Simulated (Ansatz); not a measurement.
# The puckered PAs bilayer (AB) between two gates, part 2 of 3

Aim: screening and gap of the neutral puckered PAs bilayer (AB) between oppositely charged gates.

Ansatz 0.2.0; plane-wave DFT, PBE-D3(BJ), Ansatz PAW.

So far. Step 2 (Relaxation): The lattice constant a goes from 4.690 to 4.274 Å.

## 3. Gated layer, displacement field 0, start network

The slab is cut off from its images along the normal. Two sheets of opposite charge stand for the gates, so the stack stays neutral in a displacement field; barriers ahead of the sheets keep electrons from leaking to them. The uncharged case sets the zero.

The cell differs from the one that the last finished run ended in (c 46.820 → 45.673 Å).

Contents of input.yaml:

```yaml
crystal:
  lattice:
    - [4.2735511435, 0.0, 0.0]
    - [0.0, 3.538840831, 0.0]
    - [0.0, 0.0, 45.6727588107]
  atoms:
    - { symbol: P, position: [0.0660404991, 0.0, 0.419231157] }
    - { symbol: As, position: [0.4355051575, 0.5, 0.414908153] }
    - { symbol: As, position: [0.9342444757, 0.0, 0.4695352018] }
    - { symbol: P, position: [0.5642098678, 0.5, 0.4652929062] }
    - { symbol: P, position: [0.0642098678, 0.5, 0.5347070938] }
    - { symbol: As, position: [0.4342444757, 0.0, 0.5304647982] }
    - { symbol: As, position: [0.9355051575, 0.5, 0.585091847] }
    - { symbol: P, position: [0.5660404991, 0.0, 0.580768843] }
  periodic: [true, true, false]
  symmetry: { detect: true }
kpoints:
  mp_grid: { grid: [16, 20, 1] }
  band_path:
    path:
      - [0, 0, 0]
      - [0.5, 0, 0]
      - [0.5, 0.5, 0]
      - [0, 0, 0]
      - [0, 0.5, 0]
      - [0.5, 0.5, 0]
    npoints: 16
hamiltonian:
  xc: pbe
  dispersion: d3bj
scf:
  occupations: { method: fermi_dirac, width: 0.02585 }
  convergence: { dr2_threshold: 1.0e-10 }
output:
  forces: true
  eigenvalues: true
  dos: { projected: true, e_range: [-3, 3], de: 0.01 }
  write_potential: true
  write_density: true
  volumetric_format: npy
  elf: true
external_charges:
  - { charge: 0, barrier: 10, axis: 3, height: 30.223, sigma: 0.25 }
  - { charge: 0, barrier: 10, axis: 3, height: 15.45, sigma: 0.25 }
```

Started as:

```sh
> ansatz run input.yaml --threads 4 --pin off --max-ram 8192MiB --backend cpu --events-out ev --progress --plain --runs-dir out
```

Numbers of over 12 decimals in the logs are rounded to 6 here.

Log:

```text
[...]
Crystal: 8 atoms, lattice volume = 690.728 Å³
Basis set: ecut = 420 eV, 13465 PW (Γ), exchange–correlation on 60×48×640 points (8 copies of the dense FFT grid, shifted against one another)
Bands: 48, of which v1, the nominal top of the filled ones, is band 40 counted from 1 (39 counted from 0)
Symmetry: 2 space group operations
k-points: 99 of 320 (time reversal used)
[...]
SCF iter   1: F=—  HF=-22449.240972 eV  |F-HF|=—  |Δ(HF+E_count)|=         —  Δρ=1.35e-3  dr2=4.83e-2  ethr=1.77e-3  ⟨swp⟩=13.7  Hψ=29831  notcnv=0  defer=8
[...]
SCF iter  13: F=-22449.236093 eV  HF=-22449.236093 eV  |F-HF|=2.91e-11  |Δ(HF+E_count)|=  1.96e-10  Δρ=2.92e-8  dr2=9.74e-12  ethr=1.00e-12  ⟨swp⟩=19.2  Hψ=40678  notcnv=0
SCF 1 converged in 13 iterations: F = -22449.236093 eV  dr2 = 9.74e-12
[...]
NSCF: frozen V_eff on 81 k-points
SCF converged after 13 iterations
Free energy (F): -22449.236093 eV
[...]
Internal energy: -22449.236083 eV  (E = F + TS)
E sigma→0 (E₀):  -22449.236088 eV
Entropy (-TS):   -0.000010 eV (-0.001 meV/atom)
Fermi energy:    -4.068165 eV
[...]
--- Forces (eV/Å), atoms and charges each counted from 1 ---
  atom   1  P     -0.00316421     0.00000000     0.00214546
  atom   2  As     0.00392808     0.00000000     0.00977681
  atom   3  As     0.00137645     0.00000000    -0.00224929
  atom   4  P     -0.00214028     0.00000000    -0.00092834
  atom   5  P     -0.00213954     0.00000000     0.00092806
  atom   6  As     0.00137648     0.00000000     0.00224890
  atom   7  As     0.00392682     0.00000000    -0.00977072
  atom   8  P     -0.00316367     0.00000000    -0.00214343
  external charge   1     0.00000000     0.00000000     0.01092181
  external charge   2     0.00000000     0.00000000    -0.01092934
  max |Σ_I F_I| component, the external charges' with the atoms': 1.17e-7 eV/Å
--- Band table (eV; the first three rows and the last of 99) ---
  k-point 0: bands = [... 36 lower, -6.3419, -6.0391, -4.9476, -4.5819, -3.8527, -3.0267, -2.9308, -2.6634, ... 4 higher]
  k-point 1: bands = [... 36 lower, -6.3984, -6.1694, -4.9334, -4.5837, -3.8495, -2.9718, -2.7397, -2.5066, ... 4 higher]
  k-point 2: bands = [... 36 lower, -6.4616, -6.3354, -4.9290, -4.6153, -3.8395, -2.8807, -2.2122, -2.0231, ... 4 higher]
  k-point 98: bands = [... 36 lower, -6.3308, -6.3308, -6.2837, -6.2837, -2.0342, -2.0342, -2.0203, -2.0203, ... 4 higher]
```

The job ended after 91 s (4 threads of AMD EPYC 9R14 (Zen 4), shared host; peak memory 3 GiB).

This step gave:

| Property | Result |
| --- | --- |
| gap along the path | 0.3433 eV |
| smallest direct gap along the path | 0.7293 eV |
| gap, the smaller of path and mesh | 0.3390 eV |
| potential beyond the upper barrier and gate, less the barrier, from the Fermi level | 4.068 eV |

Running mean over a fixed 2.7 Å (it still follows the layers) of the planar mean; beyond a gate it holds the 10 eV model barrier. The electron's electrostatic potential energy less the Fermi level by z:

z (Å), electron's electrostatic potential energy less the Fermi level (eV) and a bar from the least value:
```
        4       14.1 ##############################
        6       14.1 ##############################
        8       14.1 ##############################
       10       14.1 ##############################
       12       14.1 ##############################
       14       13.8 ##############################
       16        7.0 ####################
       18       -1.3 #######
       20       -6.3 
       22       -3.5 ####
       24       -3.9 ####
       26       -5.6 #
       28        0.4 ##########
       30        8.2 #####################
       32       14.0 ##############################
       34       14.1 ##############################
       36       14.1 ##############################
       38       14.1 ##############################
       40       14.1 ##############################
```

The density of states has structure finer than the step of the table below, so its rows give means over 0.1 eV, whole bins alone (the curve runs from -3 to 1.23 eV). Peaks (eV: height): -2.77: 5.17, -2.31: 7.99, -2.04: 7.33, -1.56: 4.98, -1.29: 6.84, 0.76: 4.49, 1.11: 5.12.

Table of density of states by energy, zero at the Fermi level of the run, which the smearing sets inside the gap; means over each step:

```
energy (eV)  density of states (states/eV a cell)
       -2.9                                  4.86
       -2.8                                  4.91
       -2.7                                  4.77
       -2.6                                  4.14
       -2.5                                  3.90
       -2.4                                  4.88
       -2.3                                  7.46
       -2.2                                  5.78
       -2.1                                  6.07
       -2.0                                  6.25
       -1.9                                  4.96
       -1.8                                  5.15
       -1.7                                  4.56
       -1.6                                  4.35
       -1.5                                  4.15
       -1.4                                  3.65
       -1.3                                  4.79
       -1.2                                  2.99
       -1.1                                  2.32
       -1.0                                  2.52
       -0.9                                  2.12
       -0.8                                  1.67
       -0.7                                  1.44
       -0.6                                  1.36
       -0.5                                 0.798
       -0.4                                 0.632
       -0.3                                 0.331
       -0.2                                0.0621
       -0.1                                1.4e-5
        0.0                                     0
        0.1                                     0
        0.2                                 0.458
        0.3                                  1.32
        0.4                                  1.44
        0.5                                  1.84
        0.6                                  2.82
        0.7                                  3.89
        0.8                                  3.63
        0.9                                  2.97
        1.0                                  3.27
        1.1                                  4.51
```

Projected DOS per atom over height of the atomic layer and energy from the Fermi level. Layers: AsP AsP AsP AsP from below.

Values in states/eV, 22 rows by 4 columns, each cell a mean:
```
0.492 0.502 0.502 0.492
0.346 0.380 0.380 0.346
0.407 0.464 0.464 0.407
0.277 0.306 0.306 0.277
0.161 0.176 0.176 0.161
0.050 0.052 0.052 0.050
0.000 0.000 0.000 0.000
0.011 0.010 0.010 0.011
0.070 0.070 0.070 0.070
0.149 0.152 0.152 0.149
0.206 0.197 0.197 0.206
0.298 0.281 0.281 0.298
0.358 0.348 0.348 0.358
0.500 0.503 0.503 0.500
0.502 0.543 0.543 0.502
0.626 0.573 0.573 0.626
0.701 0.655 0.655 0.701
0.751 0.697 0.697 0.751
0.847 0.731 0.731 0.847
0.491 0.470 0.470 0.491
0.577 0.599 0.599 0.577
0.601 0.597 0.597 0.601
```
Columns: height of the atomic layer (Å) from 19.0 to 26.6 (not evenly spaced); rows upwards: energy from the Fermi level (eV) from -2.98 to 1.22.

The electronic bands at the labelled points (eV, zero at the Fermi level of the run, which the smearing sets inside the gap):

```csv
point,band 37,band 38,band 39,band 40,band 41,band 42,band 43,band 44
Γ,-2.27,-1.97,-0.88,-0.51,0.22,1.04,1.14,1.40
halfway,-2.06,-1.45,-0.87,-0.80,0.66,1.15,1.33,1.65
X,-1.23,-1.23,-0.94,-0.94,1.17,1.17,1.37,1.37
halfway,-2.29,-2.29,-1.67,-1.67,1.84,1.84,2.91,2.91
S,-2.26,-2.26,-2.22,-2.22,2.03,2.03,2.05,2.05
halfway,-2.24,-2.04,-1.62,-1.28,0.87,1.09,1.64,1.84
Γ,-2.27,-1.97,-0.88,-0.51,0.22,1.04,1.14,1.40
halfway,-2.15,-2.01,-1.20,-1.17,0.51,0.66,1.11,1.77
Y,-2.56,-2.45,-2.35,-2.29,0.76,0.83,0.84,0.91
halfway,-2.49,-2.37,-2.05,-1.83,1.54,1.54,1.91,1.92
S,-2.26,-2.26,-2.22,-2.22,2.03,2.03,2.05,2.05
```

Valence density in the ca plane at fractional y = 0.000, with atoms of P and As within 0.2 Å of it. It is the smooth field of the valence electrons, not physical close to the nuclei.

Ten steps, logarithmic in the rise over the least value, from '0' (0 e/Å³) to '9' (26 e/Å³), each cell a mean:
```
00000000000000000001222222259973100000000000
00000000000000000000112211247752100000000111
00000000000000000000001100123321000011001222
00000000000000000000000000011110001122112222
00000000000000000000000000000000012465322210
00000000000000000000000000000000013799522222
00000000000000000000011100000000013699522222
00000000000000000000112211000000012355311111
00000000000000000000122221111110001122110000
00000000000000000001221122223321000011000000
00000000000000000001221122247852100000000000
```
Columns run along c (16.0 Å, from fractional 0.24 to 0.59 of the cell), rows up along a (4.3 Å). Atoms in or near the plane, at fractional coordinates: P at (0.42, 0.07), As at (0.47, 0.93), As at (0.53, 0.43), P at (0.58, 0.57).

ELF in the ca plane at fractional y = 0.000, with atoms of P and As within 0.2 Å of it. It is the smooth field of the valence electrons, not physical close to the nuclei.

Values, 6 rows by 16 columns, each cell a mean:
```
0.00 0.00 0.00 0.00 0.00 0.02 0.42 0.92 0.78 0.61 0.29 0.65 0.10 0.06 0.10 0.33
0.00 0.00 0.00 0.00 0.00 0.00 0.06 0.35 0.35 0.27 0.45 0.33 0.34 0.48 0.45 0.52
0.00 0.00 0.00 0.00 0.00 0.00 0.01 0.05 0.06 0.08 0.19 0.12 0.74 0.54 0.75 0.20
0.00 0.00 0.00 0.00 0.00 0.00 0.02 0.17 0.33 0.10 0.06 0.10 0.65 0.29 0.61 0.78
0.00 0.00 0.00 0.00 0.00 0.01 0.13 0.52 0.52 0.45 0.48 0.34 0.33 0.45 0.27 0.35
0.00 0.00 0.00 0.00 0.00 0.03 0.44 0.74 0.20 0.75 0.54 0.74 0.12 0.19 0.08 0.06
```
Columns run along c (16.0 Å, from fractional 0.24 to 0.59 of the cell), rows up along a (4.3 Å). Atoms in or near the plane, at fractional coordinates: P at (0.42, 0.07), As at (0.47, 0.93), As at (0.53, 0.43), P at (0.58, 0.57).

Electrostatic potential energy in the ca plane at fractional y = 0.000, with atoms of P and As within 0.2 Å of it. With pseudopotentials it is smooth inside the atoms' cores, unlike the true potential.

Ten even steps from '0' (-48 eV) to '9' (10 eV), each cell a mean:
```
99999999999998888887630146559974778887888777
99999999999998888888776677547855778887777777
99999999999998888888877777754456777777777643
99999999999998888888888777776677777655676200
99999999999998888888887788777777776455465100
99999999999998888888877778877788775699556200
99999999999998888888777777888888774699556643
99999999999998888887766677777778775455467777
99999999999998888887630146777677777655677777
99999999999998888887400015654456777777777878
99999999999998888887400015547855778777778777
```
Columns run along c (16.0 Å, from fractional 0.24 to 0.59 of the cell; values clipped at the 3rd and 97th percentile), rows up along a (4.3 Å). Atoms in or near the plane, at fractional coordinates: P at (0.42, 0.07), As at (0.47, 0.93), As at (0.53, 0.43), P at (0.58, 0.57).

The gap, the smaller of path and mesh, is 0.339 eV.

## 4. Gated layer, displacement field 0.905 V/nm

Edit input.yaml of step 3 so:

```diff
@@ -36,3 +36,2 @@
   eigenvalues: true
-  dos: { projected: true, e_range: [-3, 3], de: 0.01 }
   write_potential: true
@@ -40,5 +39,6 @@
   volumetric_format: npy
-  elf: true
 external_charges:
   - { charge: 0, barrier: 10, axis: 3, height: 30.223, sigma: 0.25 }
+  - { charge: -0.007562, axis: 3, height: 31.723, sigma: 0.5 }
   - { charge: 0, barrier: 10, axis: 3, height: 15.45, sigma: 0.25 }
+  - { charge: 0.007562, axis: 3, height: 13.95, sigma: 0.5 }
```

Log:

```text
[...]
Crystal: 8 atoms, lattice volume = 690.728 Å³
Basis set: ecut = 420 eV, 13465 PW (Γ), exchange–correlation on 60×48×640 points (8 copies of the dense FFT grid, shifted against one another)
Bands: 48, of which v1, the nominal top of the filled ones, is band 40 counted from 1 (39 counted from 0)
Symmetry: 2 space group operations
k-points: 99 of 320 (time reversal used)
[...]
SCF iter  17: F=-22449.233559 eV  HF=-22449.233559 eV  |F-HF|=8.73e-11  |Δ(HF+E_count)|=  7.28e-11  Δρ=2.79e-8  dr2=7.33e-12  ethr=1.00e-12  ⟨swp⟩=20.4  Hψ=36656  notcnv=0
SCF 1 converged in 17 iterations: F = -22449.233559 eV  dr2 = 7.33e-12
[...]
SCF converged after 17 iterations
Free energy (F): -22449.233559 eV
[...]
Internal energy: -22449.233549 eV  (E = F + TS)
E sigma→0 (E₀):  -22449.233554 eV
Entropy (-TS):   -0.000010 eV (-0.001 meV/atom)
Fermi energy:    -4.067927 eV
[...]
--- Forces (eV/Å), atoms and charges each counted from 1 ---
  atom   1  P     -0.00150802     0.00000000    -0.00449646
  atom   2  As    -0.00033702     0.00000000     0.01280810
  atom   3  As     0.00237442     0.00000000     0.00299173
  atom   4  P     -0.00248260     0.00000000    -0.00212452
  atom   5  P     -0.00177470     0.00000000    -0.00059354
  atom   6  As     0.00031928     0.00000000     0.00719018
  atom   7  As     0.00815037     0.00000000    -0.00611882
  atom   8  P     -0.00474163     0.00000000    -0.00841833
  external charge   1     0.00000000     0.00000000     0.01032683
  external charge   2     0.00000000     0.00000000    -0.00034234
  external charge   3     0.00000000     0.00000000    -0.01156494
  external charge   4     0.00000000     0.00000000     0.00034182
  max |Σ_I F_I| component, the external charges' with the atoms': 2.97e-7 eV/Å
--- Band table (eV; the first three rows and the last of 99) ---
  k-point 0: bands = [... 36 lower, -6.3434, -6.0387, -4.9488, -4.5820, -3.8535, -3.0276, -2.9313, -2.6632, ... 4 higher]
  k-point 1: bands = [... 36 lower, -6.4000, -6.1687, -4.9345, -4.5837, -3.8503, -2.9721, -2.7411, -2.5061, ... 4 higher]
  k-point 2: bands = [... 36 lower, -6.4632, -6.3341, -4.9302, -4.6151, -3.8404, -2.8808, -2.2141, -2.0223, ... 4 higher]
  k-point 98: bands = [... 36 lower, -6.3498, -6.3129, -6.3008, -6.2676, -2.0545, -2.0380, -2.0151, -2.0038, ... 4 higher]
```

Elapsed: 97 s, on 4 threads; peak memory 2.5 GiB; 6.4 min of CPU time.

Numbers from this step:

* gap along the path: 0.3404 eV
* smallest direct gap along the path: 0.7285 eV
* gap, the smaller of path and mesh: 0.3360 eV
* potential beyond the upper barrier and gate, less the barrier, from the Fermi level: 4.429 eV

The electronic bands at the labelled points (eV, zero at the Fermi level of the run, which the smearing sets inside the gap):

```
  point  band 37  band 38  band 39  band 40  band 41  band 42  band 43  band 44
      Γ    -2.28    -1.97    -0.88    -0.51     0.21     1.04     1.14     1.40
halfway    -2.06    -1.45    -0.87    -0.79     0.66     1.15     1.33     1.65
      X    -1.23    -1.23    -0.94    -0.93     1.17     1.18     1.37     1.38
halfway    -2.29    -2.29    -1.68    -1.67     1.83     1.84     2.90     2.91
      S    -2.28    -2.24    -2.23    -2.20     2.01     2.03     2.05     2.06
halfway    -2.24    -2.04    -1.62    -1.28     0.87     1.09     1.64     1.84
      Γ    -2.28    -1.97    -0.88    -0.51     0.21     1.04     1.14     1.40
halfway    -2.15    -2.00    -1.21    -1.16     0.51     0.66     1.11     1.77
      Y    -2.56    -2.46    -2.35    -2.29     0.76     0.83     0.84     0.91
halfway    -2.50    -2.37    -2.05    -1.83     1.54     1.54     1.91     1.92
      S    -2.28    -2.24    -2.23    -2.20     2.01     2.03     2.05     2.06
```

The gap, the smaller of path and mesh, is 0.336 eV.

## 5. Gated layer, displacement field 1.81 V/nm

Edit input.yaml of step 4 so:

```diff
@@ -41,4 +41,4 @@
   - { charge: 0, barrier: 10, axis: 3, height: 30.223, sigma: 0.25 }
-  - { charge: -0.007562, axis: 3, height: 31.723, sigma: 0.5 }
+  - { charge: -0.015123, axis: 3, height: 31.723, sigma: 0.5 }
   - { charge: 0, barrier: 10, axis: 3, height: 15.45, sigma: 0.25 }
-  - { charge: 0.007562, axis: 3, height: 13.95, sigma: 0.5 }
+  - { charge: 0.015123, axis: 3, height: 13.95, sigma: 0.5 }
```

Log:

```text
[...]
Crystal: 8 atoms, lattice volume = 690.728 Å³
Basis set: ecut = 420 eV, 13465 PW (Γ), exchange–correlation on 60×48×640 points (8 copies of the dense FFT grid, shifted against one another)
Bands: 48, of which v1, the nominal top of the filled ones, is band 40 counted from 1 (39 counted from 0)
Symmetry: 2 space group operations
k-points: 99 of 320 (time reversal used)
[...]
--- Band table (eV; the first three rows and the last of 99) ---
  k-point 0: bands = [... 36 lower, -6.3477, -6.0373, -4.9522, -4.5823, -3.8560, -3.0304, -2.9330, -2.6624, ... 4 higher]
  k-point 1: bands = [... 36 lower, -6.4047, -6.1667, -4.9381, -4.5837, -3.8529, -2.9731, -2.7452, -2.5047, ... 4 higher]
  k-point 2: bands = [... 36 lower, -6.4665, -6.3305, -4.9341, -4.6146, -3.8431, -2.8813, -2.2196, -2.0201, ... 4 higher]
  k-point 98: bands = [... 36 lower, -6.3697, -6.3189, -6.2959, -6.2525, -2.0759, -2.0568, -1.9971, -1.9884, ... 4 higher]
[key lines of the parts left out:]
SCF converged after 16 iterations
Free energy (F): -22449.225958 eV
Fermi energy:    -4.067385 eV
```

It took 95 s on 4 threads; peak memory 2.5 GiB; 6.3 min of CPU time.

The gap, the smaller of path and mesh, is 0.328 eV.

## 6. Gated layer, displacement field 2.71 V/nm

Edit input.yaml of step 5 so:

```diff
@@ -41,4 +41,4 @@
   - { charge: 0, barrier: 10, axis: 3, height: 30.223, sigma: 0.25 }
-  - { charge: -0.015123, axis: 3, height: 31.723, sigma: 0.5 }
+  - { charge: -0.022685, axis: 3, height: 31.723, sigma: 0.5 }
   - { charge: 0, barrier: 10, axis: 3, height: 15.45, sigma: 0.25 }
-  - { charge: 0.015123, axis: 3, height: 13.95, sigma: 0.5 }
+  - { charge: 0.022685, axis: 3, height: 13.95, sigma: 0.5 }
```

Log:

```text
[...]
Crystal: 8 atoms, lattice volume = 690.728 Å³
Basis set: ecut = 420 eV, 13465 PW (Γ), exchange–correlation on 60×48×640 points (8 copies of the dense FFT grid, shifted against one another)
Bands: 48, of which v1, the nominal top of the filled ones, is band 40 counted from 1 (39 counted from 0)
Symmetry: 2 space group operations
k-points: 99 of 320 (time reversal used)
[...]
--- Band table (eV; the first three rows and the last of 99) ---
  k-point 0: bands = [... 36 lower, -6.3547, -6.0353, -4.9579, -4.5828, -3.8601, -3.0350, -2.9356, -2.6612, ... 4 higher]
  k-point 1: bands = [... 36 lower, -6.4084, -6.1637, -4.9439, -4.5839, -3.8571, -2.9747, -2.7518, -2.5026, ... 4 higher]
  k-point 2: bands = [... 36 lower, -6.4664, -6.3252, -4.9403, -4.6138, -3.8477, -2.8821, -2.2284, -2.0167, ... 4 higher]
  k-point 98: bands = [... 36 lower, -6.3906, -6.3380, -6.2800, -6.2385, -2.0984, -2.0767, -1.9803, -1.9742, ... 4 higher]
[key lines of the parts left out:]
SCF converged after 16 iterations
Free energy (F): -22449.213291 eV
Fermi energy:    -4.066983 eV
```

Wall time 94 s (4 threads); peak memory 2.5 GiB; 6.2 min of CPU time.

The gap, the smaller of path and mesh, is 0.315 eV.

(Continued in part 3 of 3.)

[Logs are printed without paths, hosts, clocks, repeated set-up lines and the standing remarks that a program may print on its own settings, such as how far it seeks lower states.]

[Hosts, paths, dates, database ids (printed as entryN), source tags and the programs' standing remarks are cut or masked in the printed files.]

[Maps of the electrostatic potential energy from Ansatz leave out the sawtooth potential of an applied field or a dipole correction, so their vacuum need not be flat; planar profiles and work functions include it.]
